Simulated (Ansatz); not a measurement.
# Lattice dynamics of MoSeS monolayer, Janus

Task: relax MoSeS monolayer, Janus, then find its harmonic phonons.

Main program and level: Ansatz 0.2.0; DFT PBEsol, scalar-relativistic, plane waves, PAW.

## (1) The structure

The cell holds 3 atoms: 1 Mo, 1 S and 1 Se. Its edges and angles: a = 3.300 Å, b = 3.300 Å, c = 20.000 Å, α = 90.0°, β = 90.0°, γ = 120.0°. Vacuum lies along c.

Structure file:

```cif
data_structure
_symmetry_space_group_name_H-M 'P 1'
_symmetry_Int_Tables_number 1
_cell_length_a 3.3000
_cell_length_b 3.3000
_cell_length_c 20.0000
_cell_angle_alpha 90.000
_cell_angle_beta 90.000
_cell_angle_gamma 120.000
_cell_volume 188.62
loop_
_atom_site_label
_atom_site_type_symbol
_atom_site_fract_x
_atom_site_fract_y
_atom_site_fract_z
_atom_site_occupancy
Mo1 Mo 0.33333 0.66667 0.50000 1
S2 S 0.66667 0.33333 0.58000 1
Se3 Se 0.66667 0.33333 0.41500 1
```

## (2) Rough relaxation

The start is far from rest, so a relaxation with loose tolerances brings it close first.

The program solves this slab on a cell height of its own, 30.4 Å, in place of the one typed.

File input.yaml:

```yaml
crystal:
  lattice:
    - [3.3, 0.0, 0.0]
    - [-1.65, 2.85788, 0.0]
    - [0.0, 0.0, 20.0]
  atoms:
    - { symbol: Mo, position: [0.333333, 0.666667, 0.5] }
    - { symbol: S, position: [0.666667, 0.333333, 0.58] }
    - { symbol: Se, position: [0.666667, 0.333333, 0.415] }
  periodic: [true, true, false]
kpoints:
  mp_grid: { grid: [9, 9, 1] }
hamiltonian:
  xc: pbesol
scf:
  occupations: { method: gaussian, width: 0.1 }
output:
  forces: true
  stress: true
  eigenvalues: true
relax:
  adjacent_minimum: "off"
  f_tol: 0.05
  max_steps: 80
  cell: { stress_2d_tol: 0.02 }
```

On the command line:

```console
$ ansatz run input.yaml --threads 8 --pin off --max-ram 14336MiB --backend cpu --events-out ev --progress --plain --runs-dir out
```

Numbers of over 12 decimals in the logs are rounded to 6 here.

The log of the run:

```text
[...]
F+E_penalty+E_count = -11209.04344482 eV   max|allowed force component| = 2.324e-3 eV/Å   (the final SCF, on the basis selected at the relaxed cell)
  cell:  # Å, volume = 270.0907 Å³
    - [3.202969, 0, 0]
    - [-1.601484, 2.773852, 0]
    - [0, 0, 30.4]
  atoms:
    - { symbol: Mo, position: [0.333333, 0.666667, 0.329748] }
    - { symbol: S, position: [0.666667, 0.333333, 0.379892] }
    - { symbol: Se, position: [0.666667, 0.333333, 0.273913] }
[key lines of the parts left out:]
SCF converged after 9 iterations
Free energy (F): -11209.043445 eV
Fermi energy:    -4.831362 eV
P = ½ c Tr σ = 0.0098 N/m
```

The job ended after 10 s (8 threads of Arm Neoverse V1, shared host; peak memory 0.76 GiB).

The steps of the relaxation:

```csv
step,energy less that of the first step (eV),largest force component (eV/Å),volume (Å³)
1,0.0000,1.6055,286.70
2,-0.1302,1.0416,270.39
3,-0.1760,0.2169,267.86
4,-0.1797,0.0286,270.56
5,-0.1797,0.0023,270.09
6*,-0.1794,0.0023,270.09
```

Relaxation steps marked * repeat the geometry before them on a plane-wave basis chosen anew for their cell, so energy and pressure can jump there.

The run keeps the 6 symmetry operations that it works with, so distortions that break them were not tested.

```csv
cell as run,before,after,change
a (Å),3.300,3.203,-2.9 %
b (Å),3.300,3.203,-2.9 %
```

The atoms that moved most (Å, along periodic axes as changes of fractional coordinates times the final cell, across vacuum about the mean position):

```csv
atom,dx,dy,dz,length
S2,0.000,0.000,-0.051,0.051
Se3,0.000,0.000,0.027,0.027
Mo1,0.000,0.000,0.024,0.024
```

The relaxed structure:

```xyz
3
Lattice="3.2030 0.0000 0.0000 -1.6015 2.7739 0.0000 0.0000 0.0000 30.4000" Properties=species:S:1:pos:R:3
Mo    0.0000    1.8492   10.0243
S     1.6015    0.9246   11.5487
Se    1.6015    0.9246    8.3270
```

Numbers from this step:

- gap on the k-mesh: 1.701 eV
- direct gap on mesh: 1.701 eV
- area per atom: 2.962 Å²

The relaxation ends with a largest force component of 0.0023 eV/Å.

## (3) Relaxation

The cell and atoms are relaxed, since residual forces and stress would shift the frequencies.

File input.yaml:

```yaml
crystal:
  lattice:
    - [3.202968844, 0.0, 0.0]
    - [-1.601484422, 2.7738523864, 0.0]
    - [0.0, 0.0, 30.4]
  atoms:
    - { symbol: Mo, position: [0.3333333333, 0.6666666667, 0.3297478443] }
    - { symbol: S, position: [0.6666666667, 0.3333333333, 0.3798919159] }
    - { symbol: Se, position: [0.6666666667, 0.3333333333, 0.2739128714] }
  periodic: [true, true, false]
kpoints:
  mp_grid: { grid: [12, 12, 1] }
hamiltonian:
  xc: pbesol
scf:
  occupations: { method: gaussian, width: 0.02 }
output:
  forces: true
  stress: true
  eigenvalues: true
  write_density: true
  write_potential: true
  elf: true
  volumetric_format: npy
relax:
  adjacent_minimum: "off"
  f_tol: 0.005
  max_steps: 80
  cell: { stress_2d_tol: 0.02 }
```

The log of the run:

```text
[...]
Crystal: 3 atoms, lattice volume = 270.091 Å³
Basis set: ecut = 420 eV, 5333 PW (Γ), exchange–correlation on 48×48×432 points (8 copies of the dense FFT grid, shifted against one another)
Bands: 22, of which v1, the nominal top of the filled ones, is band 18 counted from 1 (17 counted from 0)
Symmetry: 6 space group operations
[...]
k-points: 19 of 144 (time reversal used)
[...]
SCF iter   1: F=—  HF=-11209.057601 eV  |F-HF|=—  |Δ(HF+E_count)|=         —  Δρ=3.73e-3  dr2=2.39e-1  ethr=1.77e-3  ⟨swp⟩=14.9  Hψ=3570  notcnv=0
[...]
SCF iter   9: F=-11209.043493 eV  HF=-11209.043493 eV  |F-HF|=1.68e-8  |Δ(HF+E_count)|=   2.91e-7  Δρ=1.94e-6  dr2=1.28e-8  ethr=2.78e-10  ⟨swp⟩=19.3  Hψ=4887  notcnv=0
SCF 1 converged in 9 iterations: F = -11209.043493 eV  dr2 = 1.28e-8
[...]
relax step   1: F+E_penalty+E_count = -11209.04349282 eV  Δ(F+E_penalty+E_count) = +0.000e0 eV  max|allowed force component| = 2.254e-3 eV/Å  Δτ_max = 0.0000 Å  P = +0.010 N/m  Ω = 270.091 Å³  fix = [c, alpha, beta]  reactions: c +0.000 N/m  (9 SCF iters, dr2 threshold 1.00e-7 eV, accepted)
[...]
SCF iter   7: F=-11209.043493 eV  HF=-11209.043493 eV  |F-HF|=1.82e-10  |Δ(HF+E_count)|=  4.27e-10  Δρ=2.06e-8  dr2=1.85e-12  ethr=1.00e-12  ⟨swp⟩=10.6  Hψ=3057  notcnv=0
SCF 2 converged in 7 iterations: F = -11209.043493 eV  dr2 = 1.85e-12
relax step   2: F+E_penalty+E_count = -11209.04349283 eV  Δ(F+E_penalty+E_count) = -7.505e-9 eV  max|allowed force component| = 2.286e-3 eV/Å  Δτ_max = 0.0000 Å  P = +0.010 N/m  Ω = 270.091 Å³  fix = [c, alpha, beta]  reactions: c +0.000 N/m  stress off target by 9.99e-3 N/m on what of the cell is left free  SCF on the basis re-selected at this cell (its energy is not comparable with the rows above)  (7 SCF iters)
basis re-selected at this cell: Δ(F+E_penalty+E_count) = -7.505e-9 eV, ΔP = +0.000 N/m vs the last step (what re-selecting the basis moved, of the pressure what is left beyond the Pulay correction that the steps carried, after the strain that the cell walked since its last selection, with what the two solves' SCF thresholds leave and, on support functions, any second-order correction that the steps lacked; it is no m [...]
SCF converged after 7 iterations
Free energy (F): -11209.043493 eV
[...]
Internal energy: -11209.043493 eV  (E = F + TS)
E sigma→0 (E₀):  -11209.043493 eV
Fermi energy:    -4.831363 eV
[...]
--- Forces (eV/Å), atoms counted from 1 ---
  atom   1  Mo     0.00000000     0.00000000    -0.00096777
  atom   2  S      0.00000000    -0.00000000     0.00228568
  atom   3  Se     0.00000000    -0.00000000    -0.00131787
  max |Σ_I F_I| component: 3.91e-8 eV/Å
--- 2D stress c σ (N/m, compression-positive) ---
        0.009988       0.000000       0.000000
       -0.000000       0.009988       0.000000
        0.000000       0.000000       0.000000
  P = ½ c Tr σ = 0.0100 N/m
--- Band table (eV; the first three rows and the last of 19) ---
  k-point 0: bands = [... 14 lower, -7.6714, -6.8368, -6.8368, -5.7532, -2.7252, -2.7252, -2.3623, -2.3623]
  k-point 1: bands = [... 14 lower, -7.8791, -6.9791, -6.7581, -5.7779, -2.9211, -2.7835, -2.6282, -2.4359]
  k-point 2: bands = [... 14 lower, -7.9099, -7.2189, -6.8088, -5.9641, -3.4822, -3.0079, -2.8850, -2.1368]
  k-point 18: bands = [... 14 lower, -9.1592, -8.6500, -7.8153, -5.6821, -3.9806, -2.8375, -2.1951, -0.8099]
--- Relaxed structure (1 steps of the walk, 1 accepted, 1 SCFs on fresh bases) ---
[...]
cell:  # Å, volume = 270.0907 Å³
    - [3.202969, 0.0, 0.0]
    - [-1.601484, 2.773852, 0.0]
    - [0.0, 0.0, 30.4]
  atoms:
    - { symbol: Mo, position: [0.333333, 0.666667, 0.329748] }
    - { symbol: S, position: [0.666667, 0.333333, 0.379892] }
    - { symbol: Se, position: [0.666667, 0.333333, 0.2739128714] }
```

Run time: 5.4 s. Hardware: 8 threads; peak memory 0.75 GiB.

Little changed from the start: no atom moved by 0.005 Å and no cell edge by 0.1 %.

Numbers from this step:

* gap on the k-mesh: 1.702 eV
* direct gap on mesh: 1.702 eV

ELF in the ac plane at fractional y = 0.333, with atoms of S and Se within 0.2 Å of it. It is the smooth field of the valence electrons, not physical close to the nuclei.

Ten even steps from '0' (0.00) to '9' (0.85), each cell a mean:
```
00000000000000000
00000000000000000
00000000000000000
00000000000000000
00000000000000000
00000000000000000
00000000000000000
00000000000000000
00000000000000000
00000000000000000
00000000000000000
00000000000000000
00000000000000000
20000124678887754
74112589986667999
43222345666556665
33222345555555554
75213689976556898
31000146789999875
00000000011111100
00000000000000000
00000000000000000
00000000000000000
00000000000000000
```
Columns run along a (3.2 Å), rows up along c (30.4 Å). Atoms in or near the plane, at fractional coordinates: S at (0.67, 0.38), Se at (0.67, 0.27).

Valence density in the ac plane at fractional y = 0.333, with atoms of S and Se within 0.2 Å of it. It is the smooth field of the valence electrons, not physical close to the nuclei.

Ten steps, logarithmic in the rise over the least value, from '0' (0 e/Å³) to '9' (19 e/Å³), each cell a mean:
```
00000000000000000
00000000000000000
00000000000000000
00000000000000000
00000000000000000
00000000000000000
00000000000000000
00000000000000000
00000000000000000
00000000000000000
00000000000000000
00000000000000000
00000000000000000
00000000000000000
11101122333333332
22222222333333332
22222222234443322
21111123478998643
00000000111111100
00000000000000000
00000000000000000
00000000000000000
00000000000000000
00000000000000000
```
Columns run along a (3.2 Å), rows up along c (30.4 Å). Atoms in or near the plane, at fractional coordinates: S at (0.67, 0.38), Se at (0.67, 0.27).

Electrostatic potential energy in the ac plane at fractional y = 0.333, with atoms of S and Se within 0.2 Å of it. With pseudopotentials it is smooth inside the atoms' cores, unlike the true potential.

Ten even steps from '0' (-24 eV) to '9' (0 eV), each cell a mean:
```
99999999999999999
99999999999999999
99999999999999999
99999999999999999
99999999999999999
99999999999999999
99999999999999999
99999999999999999
99999999999999999
99999999999999999
99999999999999999
99999999999999999
99999999999999999
99999999999999999
78998874100000125
55444555433333345
54434455444444455
67888751012332002
99999999887778889
99999999999999999
99999999999999999
99999999999999999
99999999999999999
99999999999999999
```
Columns run along a (3.2 Å; values clipped at the 3rd and 97th percentile), rows up along c (30.4 Å). Atoms in or near the plane, at fractional coordinates: S at (0.67, 0.38), Se at (0.67, 0.27).

## (4) Relaxing to small forces for the phonons

Phonons need a cell at rest on their own settings, so the relaxation is repeated with tight tolerances on forces and stress on the k mesh and occupations of the first response run.

input.yaml, the sections that differ from step 3:

```yaml
scf:
  occupations: { method: fixed }
output:
  forces: true
  stress: true
  eigenvalues: true
relax:
  adjacent_minimum: "off"
  f_tol: 0.001
  max_steps: 60
  cell: { stress_2d_tol: 0.002 }
# crystal, kpoints, hamiltonian: as in step 3
```

The log of the run:

```text
[...]
Crystal: 3 atoms, lattice volume = 270.091 Å³
Basis set: ecut = 420 eV, 5333 PW (Γ), exchange–correlation on 48×48×432 points (8 copies of the dense FFT grid, shifted against one another)
Bands: 22, of which v1, the nominal top of the filled ones, is band 18 counted from 1 (17 counted from 0)
Symmetry: 6 space group operations
[...]
k-points: 19 of 144 (time reversal used)
[...]
--- Relaxed structure (3 steps of the walk, 3 accepted, 1 SCFs on fresh bases) ---
[...]
cell:  # Å, volume = 270.1152 Å³
    - [3.203114, 0.0, 0]
    - [-1.601557, 2.773978, 0]
    - [0, 0, 30.4]
  atoms:
    - { symbol: Mo, position: [0.333333, 0.666667, 0.329747] }
    - { symbol: S, position: [0.666667, 0.333333, 0.379894] }
    - { symbol: Se, position: [0.666667, 0.333333, 0.273912] }
[key lines of the parts left out:]
SCF converged after 10 iterations
Free energy (F): -11209.043493 eV
Fermi energy:    -5.682141 eV
P = ½ c Tr σ = -0.0006 N/m
```

Wall time 9.4 s (8 threads); peak memory 0.76 GiB; 67 s of CPU time.

Little changed from the start: no atom moved by 0.005 Å and no cell edge by 0.1 %.

This step gave:

```yaml
gap_on_the_k_mesh: 1.701 eV
direct_gap_on_mesh: 1.701 eV
```

The largest force component left is 0.15 meV/Å, within the tolerances set.

## (5) Linear response at the zone centre

The zone centre comes first: it holds the modes that light can see, as far as symmetry allows. The response to a homogeneous field gives the Born charges and the dielectric tensor, and its change with displacement the Raman tensors.

File input.yaml:

```yaml
crystal:
  lattice:
    - [3.2031138274, 0.0, 0.0]
    - [-1.6015569137, 2.7739779458, 0.0]
    - [0.0, 0.0, 30.4]
  atoms:
    - { symbol: Mo, position: [0.3333333333, 0.6666666667, 0.3297471743] }
    - { symbol: S, position: [0.6666666667, 0.3333333333, 0.3798935464] }
    - { symbol: Se, position: [0.6666666667, 0.3333333333, 0.2739119109] }
  periodic: [true, true, false]
kpoints:
  mp_grid: { grid: [12, 12, 1] }
hamiltonian:
  xc: pbesol
scf:
  occupations: { method: fixed }
output:
  eigenvalues: true
phonons:
  method: dfpt
  dielectric: true
  raman: true
```

The log of the run:

```text
Warning: phonons.dielectric: true without phonons.rigid_motions: the static dielectric tensor ε⁰ will be withheld (ε∞, Z* and the rows of modes are given); for a crystal or a slab, whose only rigid motions are the translations, set phonons.rigid_motions: translations
[...]
Crystal: 3 atoms, lattice volume = 270.115 Å³
Basis set: ecut = 420 eV, 5333 PW (Γ), exchange–correlation on 48×48×432 points (8 copies of the dense FFT grid, shifted against one another)
Bands: 22, of which v1, the nominal top of the filled ones, is band 18 counted from 1 (17 counted from 0)
Symmetry: 6 space group operations
k-points: 43 of 144 (irreducible under 2 space group operations, time reversal used)
[...]
SCF iter   1: F=—  HF=-11209.056957 eV  |F-HF|=—  |Δ(HF+E_count)|=         —  Δρ=3.72e-3  dr2=2.39e-1  ethr=1.77e-3  ⟨swp⟩=7.7  Hψ=5455  notcnv=0  defer=78
[...]
SCF iter  13: F=-11209.043493 eV  HF=-11209.043493 eV  |F-HF|=4.91e-11  |Δ(HF+E_count)|=  1.13e-10  Δρ=6.94e-8  dr2=3.37e-11  ethr=1.00e-12  ⟨swp⟩=18.4  Hψ=8903  notcnv=0
SCF 1 converged in 13 iterations: F = -11209.043493 eV  dr2 = 3.37e-11
[...]
DFPT response loops at Γ: preconditioner auto → none (the input reference at scf.mixing.eps_inf says where Resta's filter doesn't serve); β = 0.50; Broyden in place of MSR1
── the response to a field inside a basis, on 18×18×2 k-points: an SCF that follows is theirs, and a resumed run solves both again ──
Bands: 19, of which v1, the nominal top of the filled ones, is band 18 counted from 1 (17 counted from 0)
k-points: 171
[...]
Eigensolver: Dense (171 Hₖ)
SCF iter   1: F=—  HF=-11209.034075 eV  |F-HF|=—  |Δ(HF+E_count)|=         —  Δρ=8.73e-5  dr2=4.29e-6  ethr=1.00e-1
[...]
SCF iter   8: F=-11209.034078 eV  HF=-11209.034078 eV  |F-HF|=6.00e-11  |Δ(HF+E_count)|=  1.40e-10  Δρ=3.69e-8  dr2=9.55e-12  ethr=1.00e-12
SCF 1 converged in 8 iterations: F = -11209.034078 eV  dr2 = 9.55e-12
[...]
SCF converged after 13 iterations
Free energy (F): -11209.043493 eV
[...]
Internal energy: -11209.043493 eV  (E = F + TS)
E sigma→0 (E₀):  -11209.043493 eV
Fermi energy:    -5.682146 eV
[...]
--- Band table (eV; the first three rows and the last of 43) ---
  k-point 0: bands = [... 14 lower, -7.6711, -6.8369, -6.8369, -5.7532, -2.7257, -2.7257, -2.3628, -2.3628]
  k-point 1: bands = [... 14 lower, -7.8789, -6.9792, -6.7582, -5.7779, -2.9216, -2.7841, -2.6289, -2.4364]
  k-point 2: bands = [... 14 lower, -7.9097, -7.2190, -6.8088, -5.9641, -3.4824, -3.0085, -2.8856, -2.1374]
  k-point 42: bands = [... 14 lower, -8.9254, -8.5901, -7.3182, -6.1172, -3.6223, -2.9378, -2.6460, -1.1522]
--- Phonons (Γ-DFPT): 6 representative perturbations + reference, on 43 of 144 k-points (Σ response iterations 30) ---
  k mesh reduced under 2 symmetry operations, with k and −k counted as one. Each operation leaves every solved perturbation unchanged. A smaller set is not considered because the run solves the response to a homogeneous field
  ASR residual: 1.952e-4 → 0.000e0 eV/Å²; symmetrization residual: 1.102e-5 eV/Å²
  ASR residual per site (eV/Å²): 1.95e-4 5.30e-5 4.33e-5
  Γ frequencies (cm⁻¹): 0.00 0.00 0.00 206.99 206.99 291.04 354.72 354.72 442.06
  ε∞ (high-frequency dielectric tensor):
        4.045685     0.000000     0.000000
        0.000000     4.045685     0.000000
        0.000000     0.000000     1.175629
  α∞ (the layer's polarisability for a field applied outside it; Å, Gaussian; ε∞ is over the cell's 30.400 Å):
        7.367984     0.000000     0.000000
        0.000000     7.367984     0.000000
        0.000000     0.000000     0.424874
  ε⁰ (static dielectric tensor): not given — the deck does not say what the cell's rigid motions are, and on a molecule in a box or a wire the rigid rotations would enter the sum over the modes at Γ. For a crystal or a slab, whose only rigid motions are the translations, set phonons.rigid_motions: translations.
  Born effective charges Z* (e; rows j = field, columns β = displacement):
    site 0:
        -1.52417   -0.00000    0.00000
         0.00000   -1.52417    0.00000
         0.00000    0.00000   -0.08890
    site 1:
         0.50173   -0.00000    0.00000
         0.00000    0.50173    0.00000
        -0.00000   -0.00000    0.03900
    site 2:
         1.02244    0.00000    0.00000
         0.00000    1.02244   -0.00000
        -0.00000    0.00000    0.04991
  Z* charge neutrality: 1.288e-3 e pre-enforcement
  solved inside a basis spanned on kpoints, on 18×18×2 k-points transformed towards the longest dipole: ε∞ is read to err by 1.6e-2, Z* by 1.7e-2 e (field_mesh: kpoints solves on kpoints); Z* is corrected for what the basis lacks
  Raman tensors (in the event stream and the table raman_tensors.tsv): an entry may err by 1.3e-1 Å², one of the second-order susceptibility by 3.5e-2 pm/V (basis, points and sum rule); their sum over the sites missed zero by 2.212e-4 Å² ahead of its enforcement
  optical modes at Γ without the LO–TO term, one row a degenerate level:
      ω (cm⁻¹)  modes    IR ((D/Å)²/amu)  static Raman (Å⁴/amu)  depolarisation
        206.99      2             0.4719                 2.4995           0.750
        291.04      1             0.0007               244.8872           0.113
        354.72      2             1.6184               212.4487           0.750
        442.06      1             0.0031                36.8467           0.145
```

Run time: 6.7 min. Hardware: 8 threads; peak memory 3.8 GiB; 50 min of CPU time.

Numbers from this step:

```yaml
sum_rule_residual_before_enforcement: 1.95e-4 eV/Å²
miss_of_the_charge_sum_rule: 0.001288 e
estimated_error_of_the_dielectric_tensor: 0.01558
estimated_error_of_the_born_charges: 0.01720 e
point_group: 3m
highest_optical_mode_at_the_zone_centre_no_lo_to_term: 442.1 cm⁻¹
lowest_optical_zone_centre_mode: 207.0 cm⁻¹
largest_born_charge_third_of_the_trace: -1.046 e
```

Without the LO-TO term. Patterns of degenerate modes are one choice out of their space. The modes at Γ (shares of kinetic energy by element, %):

```csv
mode,frequency (cm⁻¹),symmetry,Mo %,S %,Se %
1,0.0,acoustic,46,15,38
2,0.0,acoustic,46,15,38
3,0.0,acoustic,46,15,38
4,207.0,E,15,27,58
5,207.0,E,15,27,58
6,291.0,A1,20,20,60
7,354.7,E,39,57,4
8,354.7,E,39,57,4
9,442.1,A1,34,65,2
```

Displacements in mode 4 (207.0 cm⁻¹), the largest set to 1:
```
Mo1  0.00 -0.43  0.00
S2   0.00 -1.00  0.00
Se3  0.00  0.92  0.00
```

Displacements in mode 6 (291.0 cm⁻¹), the largest set to 1:
```
Mo1  0.00  0.00 -0.52
S2   0.00  0.00 -0.90
Se3  0.00  0.00  1.00
```

High-frequency dielectric tensor, averaged over the cell of height 30.4 Å or as lengthened by the program, vacuum included. Tensor:

```csv
,x,y,z
x,4.046,0,0
y,0,4.046,0
z,0,0,1.176
```

Born charge (rows field, columns displacement) (e), principal values of the symmetric part by kind of site:

```csv
atom,atoms with these values,low,middle,high,mean
Mo1,1,-1.52,-1.52,-0.09,-1.05
S2,1,0.04,0.50,0.50,0.35
Se3,1,0.05,1.02,1.02,0.70
```

In full for Mo1:

```
-1.52  0.00  0.00
 0.00 -1.52  0.00
 0.00  0.00 -0.09
```

Transverse modes. Infrared lines, with heights relative to the strongest:

```csv
position (cm⁻¹),label,relative intensity
207,E,29
291,A1,0.0
355,E,100
442,A1,0.2
```

Activity x (w_L - w)^4 (n + 1)/w, 532 nm, 300 K; the tensors are static ones, while 532 nm light lies above the computed direct gap, where resonance would change the heights. Lines of the Raman spectrum (strongest = 100):

```csv
position (cm⁻¹),label,relative intensity
207,E,1.8
291,A1,100
355,E,65
442,A1,8.2
```

Before it was imposed, the acoustic sum rule was missed by 2.0e-4 eV/Å² and the charge sum rule by 0.0013 e. Small misses are needed for a sound result but don't prove that mesh and cutoff are converged. The lowest optical mode is real, 207 cm⁻¹.

(Continued in part 2 of 2.)

[Logs are printed without paths, hosts, clocks, repeated set-up lines and the standing remarks that a program may print on its own settings, such as how far it seeks lower states.]

[Hosts, paths, dates, database ids (printed as entryN), source tags and the programs' standing remarks are cut or masked in the printed files.]
